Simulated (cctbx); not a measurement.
# What resolution and counting buy: TmRu

Space group Pnma (no. 62), a = 6.8640 Å, b = 4.3640 Å, c = 5.2540 Å, α = 90.00°, β = 90.00°, γ = 90.00°.

| atom | mult. | x | y | z | Ueq (Å²) |
| --- | --- | --- | --- | --- | --- |
| Tm1 | 4 | 0.6836 | 1/4 | 0.3566 | 0.0079 |
| Ru1 | 4 | 0.5441 | 1/4 | 0.8485 | 0.0075 |

The model was made for the exercise: a known structure type with other elements put in, its volume estimated, not relaxed; displacement parameters are assumed.

Five simulated data sets (cctbx; Ag Kα, λ = 0.56087 Å; 3 % proportional error) differ in resolution or exposure (noise floor 15 counts in the first three, 8 in the last two). Each is refined with the right model, isotropic at 1.1 Å and anisotropic otherwise. How do the figures of merit and the uncertainties move?

```
d min (Å)  top counts  ⟨I/σ⟩ (unmerged, absences included)  unique  param. (scale apart)   Rint      R1  GooF  largest s.u. xyz (fractional)  s.u. U of Ru1 (Å²)  largest error (Å)
      1.1       40000                                 19.4      73                     6  0.025  0.0099  1.19                        0.00020              0.0004             0.0023
     0.84       40000                                 17.4     160                    12  0.024  0.0094  0.99                        0.00011              0.0003             0.0011
      0.6       40000                                 14.8     417                    12  0.028  0.0103  0.95                        0.00007              0.0001             0.0001
     0.75         300                                  1.6     218                    12  0.305  0.0685  0.96                        0.00191              0.0030             0.0109
     0.75        3000                                  7.1     218                    12  0.060  0.0212  0.96                        0.00032              0.0006             0.0018
```

The number of reflections grows roughly as 1/d³: 73, 160 and 417 here. R1 follows the noise rather than the truth: at 300 counts it is 0.0685, at 3000 counts 0.0212, while GooF is 0.96 and 0.96: the weights 1/σ² carry the noise. The s.u. of U (U11 where anisotropic) for Ru1 goes 0.0004, 0.0003, 0.0001 Å² with resolution and 0.0030, 0.0006 Å² with exposure.

The 1.1 Å row also differs in its displacement model, so it isn't a clean test of resolution.

Hardware for the 0.6 Å refinement: 0.4 s on 1 thread of AMD EPYC 7B13 (Zen 3), with other jobs on the host, peak memory 0.09 GiB.

[Logs are printed without paths, hosts, clocks, repeated set-up lines and the standing remarks that a program may print on its own settings, such as how far it seeks lower states.]
